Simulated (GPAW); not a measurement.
# How the form of the self-energy moves the gap of Diamond (Fd-3m, 2 atoms a cell), part 2 of 2

How much does the gap of Diamond (Fd-3m, 2 atoms a cell) depend on the approximation to the self-energy?

GPAW 26.7.0; LDA and many-body steps on it, plane waves. Known limits of the many-body steps: not at the basis limit.

So far. Step 2 (Empty states on the mesh, 8×8×8 mesh, 178 bands): On this mesh the gap is 4.102 eV. Step 3 (G0W0, Godby-Needs plasmon pole): The gap on the mesh goes from 4.10 eV to 5.41 eV, a correction of +1.31 eV.

## 5. G0W0, extrapolated in the cutoff

This step: G0W0 on LDA, plane waves, PAW.

Input file run.py:

```python
import json
import numpy as np
from gpaw.mpi import world
from gpaw.response.g0w0 import G0W0

gw = G0W0('full.gpw',
    filename='gw',
    kpts=[0, 12],
    bands=(2, 6),
    ecut=350.0,
    integrate_gamma='WS',
    ppa=True,
    ecut_extrapolation=True)
gw.calculate()
res = {mode: {k: v for k, v in r.items() if k != 'sigma_eskwn'}
       for mode, r in gw.all_results.items()}

if world.rank == 0:
    with open('result.json', 'w') as f:
        json.dump(res, f, default=lambda x: x.tolist())
```

On the command line:

```bash
$ mpirun -n 8 gpaw python run.py
```

Numbers of over 12 decimals in the logs are rounded to 6 here.

The log of the run:

```text
Using integrator: PointIntegrator
FrequencyGridDescriptor(from 0.000+0.000j to 0.000+27.211j eV, 2 points)
Nonperiodic BCs:  [False False False]
Using integrator: PointIntegrator
FrequencyGridDescriptor(from 0.000+0.000j to 0.000+27.211j eV, 2 points)
Nonperiodic BCs:  [False False False]
  ___  _ _ _
 |   || | | |
 | | || | | |
 |__ ||_____|
 |___|

BZ k-points: Symmetries present (total): 24

  [... matrices ...]
512 k-points: 8 x 8 x 8 Monkhorst-Pack grid + [1/16,1/16,1/16]
29 k-points in the irreducible part of the Brillouin zone
       k-points in crystal coordinates                weights
   0:     0.00000000    0.00000000    0.00000000          1/512
   1:     0.12500000    0.12500000    0.00000000          6/512
   2:     0.12500000    0.12500000    0.12500000          8/512
[...]
9:     0.37500000    0.25000000    0.25000000         24/512
          ...
  28:     0.50000000    0.50000000    0.50000000          4/512

Distributing spins, k-points and bands (1 x 2 x 4) over 8 processes
Number of blocks: 1

Quasi particle states:
k-points (IBZ indices): [0, 12]
Band range: (2, 6)
  [... matrices ...]
Computational parameters:
Extrapolating to infinite plane wave cut-off using points at:
  301.621 eV
  323.569 eV
  350.000 eV
Number of bands: 168
Coulomb cutoff: None
Broadening: 0.1 eV

fxc modes: GW
Kernel: RPA
Using Godby-Needs plasmon-pole approximation:
  Fitting energy: i*E0, E0 = 1.000 Hartree
Summing all q:

Calculating screened Coulomb potential
No Coulomb truncation
FrequencyGridDescriptor(from 0.000+0.000j to 0.000+27.211j eV, 2 points)
Removing empty qpoint cache files...

Calculating chi0 body with:
    Ground state adapter containing:
    Number of spins: 1
    Number of kpoints: 512
    Number of irreducible kpoints: 29
[...]
chi0_wGG: 0.871613 M / cpu
Integrating chi0 body.

Symmetries of q_c:
    Direct symmetries (Uq -> q): 24
    Indirect symmetries (TUq -> q): 24
In total 48 allowed symmetries.

  [... matrices ...]
29 groups of equivalent kpoints. 94.3359375% reduction.

Integral kind: response function
Integrating chi0 head and wings.

Symmetries of q_c:
    Direct symmetries (Uq -> q): 24
    Indirect symmetries (TUq -> q): 24
In total 48 allowed symmetries.

  [... matrices ...]
29 groups of equivalent kpoints. 94.3359375% reduction.

Integral kind: response function wings

Calculating chi0 body with:
    Ground state adapter containing:
    Number of spins: 1
    Number of kpoints: 512
    Number of irreducible kpoints: 29
    Number of completely occupied states: 4
    Number of partially occupied states: 4
    Occupied states memory: 0.205994 M / cpu

[... the further q-points ...]
Extrapolating selfenergy to infinite energy cutoff:
  Performing linear fit to 3 points
  Warning: Bad quality of linear fit for some (n,k).
           Higher cutoff might be necessary.
  Minimum R^2 = 0.0382. (R^2 Should be close to 1)
  [... matrices ...]
Results:
f:      Occupation numbers
eps:     KS-eigenvalues [eV]
vxc:     KS vxc [eV]
exx:     Exact exchange [eV]
sigma:   Self-energies [eV]
dsigma:  Self-energy derivatives
Z:       Renormalization factors
qp:      QP-energies [eV]

k-point 0 (0): (0.000, 0.000, 0.000)                GW
band       f     eps     vxc     exx   sigma  dsigma       Z      qp
                                                                   GW
   2   1.000  11.806 -18.019 -20.027   1.118  -0.208   0.828  11.070
   3   1.000  11.806 -18.019 -20.027   1.118  -0.208   0.828  11.070
   4   0.000  17.354 -16.713 -10.346  -5.054  -0.206   0.829  18.443
[...]
k-point 1 (12): (0.375, 0.375, 0.000)                GW
band       f     eps     vxc     exx   sigma  dsigma       Z      qp
                                                                   GW
[...]
4   0.000  15.908 -15.366  -9.666  -4.903  -0.190   0.840  16.577
   5   0.000  18.459 -14.392  -8.153  -5.401  -0.187   0.842  19.165
```

Run time: 3 min. Hardware: 8 MPI ranks of Intel Xeon 6975P-C (Granite Rapids), shared host; peak memory 1.7 GiB; 24 min of CPU time.

Numbers from this step:

| Item | Value |
| --- | --- |
| quasiparticle gap on the points computed | 5.508 eV |
| least direct quasiparticle gap on the computed points | 7.373 eV |
| Z at the valence top | 0.8279 |
| Z at the conduction bottom | 0.8401 |
| starting gap on the mesh | 4.102 eV |
| k of the valence top | 0, 0, 0 |
| k of the conduction bottom | 0.375, 0.375, 0 |
| gaps at the cutoffs of the extrapolation | 5.459, 5.464, 5.468 eV |

Against G0W0 in GPAW (8×8×8 mesh, 78 bands, screening to 210 eV, Godby-Needs plasmon pole), the gap moves by +0.096 eV.

## 6. One-shot Hartree-Fock

This step: one-shot Hartree-Fock levels on LDA orbitals, plane waves, PAW.

Input file run.py:

```python
import json
import numpy as np
from gpaw.mpi import world
from gpaw.hybrids.eigenvalues import non_self_consistent_eigenvalues

dft, vxc, vxc_hyb = non_self_consistent_eigenvalues('full.gpw', 'EXX', 2, 6, kpt_indices=[0, 12])
res = {'dft': dft[0], 'hybrid': (dft - vxc + vxc_hyb)[0]}
if world.rank == 0:
    with open('hybrid.txt', 'w') as f:
        for k, e0, e1 in zip([0, 12], res['dft'], res['hybrid']):
            print(k, ' '.join(f'{x:9.4f}' for x in e0), '|', ' '.join(f'{x:9.4f}' for x in e1), file=f)

if world.rank == 0:
    with open('result.json', 'w') as f:
        json.dump(res, f, default=lambda x: x.tolist())
```

On the command line:

```bash
$ mpirun -n 8 gpaw python run.py
```

The log of the run:

```text
IBZ(<points: 29, symmetries: 24>)
Occupied bands: 4
Transforming wave functions from IBZ to BZ: 0.025 seconds
Distributing wave functions and iFFT-ing to real space: 0.130 seconds
Calculating eigenvalues:
  k-points: 2
  Bands: 2-5 (inclusive)
  Seconds: 0.349 (wave-function broadcasting: 0.003 seconds)
HSE06-eigenvalue shifts:
  min: -4.230 eV
  ave: 1.525 eV
  max: 6.367 eV
```

The job ended after 2.6 s (8 MPI ranks; peak memory 1.2 GiB; 19 s of CPU time).

This step gave:

```
starting gap on the mesh                       : 4.102 eV
hybrid gap on the mesh                         : 11.81 eV
least direct hybrid gap on the computed points : 13.92 eV
```

## 7. G0W0, full frequency, Hilbert transform

This step: G0W0 on LDA, plane waves, PAW.

Input file run.py:

```python
import json
import numpy as np
from gpaw.mpi import world
from gpaw.response.g0w0 import G0W0

gw = G0W0('full.gpw',
    filename='gw',
    kpts=[0, 12],
    bands=(2, 6),
    ecut=210,
    nbands=78,
    integrate_gamma='WS',
    frequencies={'type': 'nonlinear', 'domega0': 0.1, 'omega2': 15.0},
    eta=0.1,
    nblocksmax=True)
gw.calculate()
res = {mode: {k: v for k, v in r.items() if k != 'sigma_eskwn'}
       for mode, r in gw.all_results.items()}

if world.rank == 0:
    with open('result.json', 'w') as f:
        json.dump(res, f, default=lambda x: x.tolist())
```

On the command line:

```bash
$ mpirun -n 8 gpaw python run.py
```

The log of the run:

```text
Using integrator: PointIntegrator
NonLinearFrequencyDescriptor(from 0.000 to 220.259 eV, 312 points)
Nonperiodic BCs:  [False False False]
Using integrator: PointIntegrator
NonLinearFrequencyDescriptor(from 0.000 to 220.259 eV, 312 points)
Nonperiodic BCs:  [False False False]
  ___  _ _ _
 |   || | | |
 | | || | | |
 |__ ||_____|
 |___|

BZ k-points: Symmetries present (total): 24

  [... matrices ...]
512 k-points: 8 x 8 x 8 Monkhorst-Pack grid + [1/16,1/16,1/16]
29 k-points in the irreducible part of the Brillouin zone
[...]
GW
   2   1.000  11.806 -18.019 -20.027   1.294  -0.212   0.825  11.217
   3   1.000  11.806 -18.019 -20.027   1.294  -0.212   0.825  11.217
   4   0.000  17.354 -16.713 -10.346  -4.930  -0.209   0.827  18.542
[...]
k-point 1 (12): (0.375, 0.375, 0.000)                GW
band       f     eps     vxc     exx   sigma  dsigma       Z      qp
                                                                   GW
[...]
4   0.000  15.908 -15.366  -9.666  -4.795  -0.189   0.841  16.669
   5   0.000  18.459 -14.392  -8.153  -5.303  -0.190   0.840  19.245
```

The job ended after 57 s (8 MPI ranks; peak memory 1.7 GiB; 7.5 min of CPU time).

This step gave:

* G0W0 gap on the points computed: 5.452 eV
* least direct G0W0 gap on the computed points: 7.325 eV
* starting gap on the mesh: 4.102 eV
* k of the valence top: 0, 0, 0
* k of the conduction bottom: 0.375, 0.375, 0

Against G0W0 in GPAW (8×8×8 mesh, 78 bands, screening to 210 eV, Godby-Needs plasmon pole), the gap moves by +0.040 eV.

## 8. The runs together

Times are wall times on 8 MPI ranks of Intel Xeon 6975P-C (Granite Rapids), shared host, good to a factor of about two.

```csv
run,mesh,bands,screening cutoff (eV),DFT gap (eV),gap on the mesh (eV),direct (eV),time
"G0W0, Godby-Needs plasmon pole",8×8×8,78,210,4.102,5.411,7.308,24 s
one-shot HSE06,8×8×8,-,-,4.102,5.303,6.954,2.5 s
"G0W0, extrapolated in the cutoff",8×8×8,-,350,4.102,5.508,7.373,3 min
one-shot Hartree-Fock,8×8×8,-,-,4.102,11.810,13.923,2.6 s
"G0W0, full frequency, Hilbert transform",8×8×8,78,210,4.102,5.452,7.325,57 s
```

## 9. Outcome

| Item | Value |
| --- | --- |
| G0W0, Godby-Needs plasmon pole | 5.411 eV |
| one-shot HSE06 | 5.303 eV |
| G0W0, extrapolated in the cutoff | 5.508 eV |
| one-shot Hartree-Fock | 11.810 eV |
| G0W0, full frequency, Hilbert transform | 5.452 eV |
| known limits | not at the basis limit |

One-shot HSE06: −0.109 eV against G0W0, Godby-Needs plasmon pole. G0W0, extrapolated in the cutoff: +0.096 eV against G0W0, Godby-Needs plasmon pole, at other bands or cutoff, so not like for like. One-shot Hartree-Fock: +6.399 eV against G0W0, Godby-Needs plasmon pole. G0W0, full frequency, Hilbert transform: +0.040 eV against G0W0, Godby-Needs plasmon pole. Bare exchange alone opens the gap to 11.81 eV; against G0W0, correlation takes back 6.40 eV. One-shot hybrid levels are evaluated on the LDA orbitals. Against experiment, by G0W0, Godby-Needs plasmon pole: the gap of 5.41 eV lies −0.09 eV from the measured 5.5 eV (kind not stated, quoted 2019); the gap of 5.41 eV lies −0.06 eV from the measured 5.47 eV (kind not stated, quoted 2024). These are gaps on the mesh, at modest bands and cutoff. The calculation has static nuclei and no excitons; a measured gap holds zero-point and thermal motion, which mostly lowers it. Bands and cutoff are finite, so the gap is not at the basis limit. The miss can reach some tenths of an eV and take either sign; the mesh is an error of its own. These stock PAW sets were not made for GW. In the G0W0 runs levels were corrected at 2 k points alone, so a gap called «on the mesh» is the least over those, and an edge elsewhere would be missed. The program warns of a poor linear fit in the extrapolation of some level, so the extrapolated values are rough.

[Paths, hosts, dates, memory and timing lines, banners, echoed tables and standing remarks are left out of the program output.]

[Logs are printed without paths, hosts, clocks, repeated set-up lines and the standing remarks that a program may print on its own settings, such as how far it seeks lower states.]

[Runs of the session that timed out or met a known fault of the program may be left out.]

[Hosts, paths, dates, database ids (printed as entryN), source tags and the programs' standing remarks are cut or masked in the printed files.]
